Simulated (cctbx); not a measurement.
# What is wrong with this refinement?

Cell a = 6.3930 Å, b = 4.0050 Å, c = 7.5480 Å, α = 90.00°, β = 90.00°, γ = 90.00°; space group Pnma (no. 62).

Simulated single-crystal data (cctbx): Cu Kα, λ = 1.54184 Å, to d = 0.8 Å, 95 % of the full sphere, strongest reflection 20000 counts, noise from counting, a 6 % proportional error and a noise floor of 8 counts (s.d.); no absorption.

An anisotropic refinement with weights 1/σ² prints:

```text
Rint 0.049, 224 unique reflections to 0.80 A
cycle     R1     wR2    GooF  max shift (A)
   1  0.4282  0.7423  22.146   0.07570
   5  0.4000  0.6867  20.486   0.00030
final R1 0.4000 wR2 0.6867 GooF 20.486  parameters 12  data/parameter 18.7
atom        x        y        z      Ueq    occ   su(xyz)  su(Uiso or U11)
Ir1    0.14620  0.75000  0.56283  -0.0052  1.000  0.00145  0.0058  NPD
Ga1    0.51890  0.75000  0.32277   0.0236  1.000  0.00938  0.0164  NPD
difference map: max 143.91 min -49.67 rms 13.21
Q1    0.1465  0.7500  0.5634    4  151.84  0.00 A from Ir1
Q2    0.2544  0.2500  0.3780    4  135.09  2.46 A from Ir1
Q3    0.0431  0.7500  0.1674    4   70.14  0.17 A from Ga1
Q4    0.0241  0.2500  0.1393    4   42.48  2.02 A from Ga1
Q5    0.0134  0.2500  0.3658    4   41.69  1.15 A from Ir1
Q6    0.0139  0.2500  0.6128    4   28.43  1.60 A from Ga1
```

Q: Accept it or mend it, and why?

Mend it. The fault: an atom left out, As at (0.2552, 1/4, 0.3764). Against the right model at the same level, R1 goes from 0.0119 to 0.4000 and GooF from 0.84 to 20.49, the top difference peak, 151.8 e/Å³, lies on Ir1 and Ir1 and Ga1 go non-positive-definite. Q2 is the missing atom. With scattering power missing, scale and phases suffer, so peaks may also grow on the heavy atoms.

The compound is GaAsIr. The right model at the same level gives:

```text
Rint 0.049, 224 unique reflections to 0.80 A
cycle     R1     wR2    GooF  max shift (A)
   1  0.0129  0.0305   0.925   0.00016
   2  0.0119  0.0278   0.842   0.00000
final R1 0.0119 wR2 0.0278 GooF 0.842  parameters 18  data/parameter 12.4
atom        x        y        z      Ueq    occ   su(xyz)  su(Uiso or U11)
Ir1    0.14553  0.75000  0.56371   0.0064  1.000  0.00004  0.0002
As1    0.25496  0.25000  0.37645   0.0121  1.000  0.00012  0.0003
Ga1    0.53010  0.75000  0.32461   0.0122  1.000  0.00013  0.0004
difference map: max 0.95 min -0.87 rms 0.26
Q1    0.0725  0.7500  0.3824    4    0.97  1.45 A from Ir1
Q2    0.0464  0.2500  0.0468    4    0.85  1.75 A from Ga1
Q3    0.1215  0.7500  0.8661    4    0.84  0.79 A from As1
Q4    0.1393  0.7500  0.0024    4    0.80  1.17 A from As1
Q5    0.2290  0.2500  0.8656    4    0.80  1.69 A from Ga1
Q6    0.0622  0.2500  0.8205    4    0.70  0.59 A from Ga1
```

The model is made up (kin elements in a known structure type, no relaxation), so it says nothing on whether the phase exists.

[Middle refinement cycles are left out of these outputs.]

[Logs are printed without paths, hosts, clocks, repeated set-up lines and the standing remarks that a program may print on its own settings, such as how far it seeks lower states.]
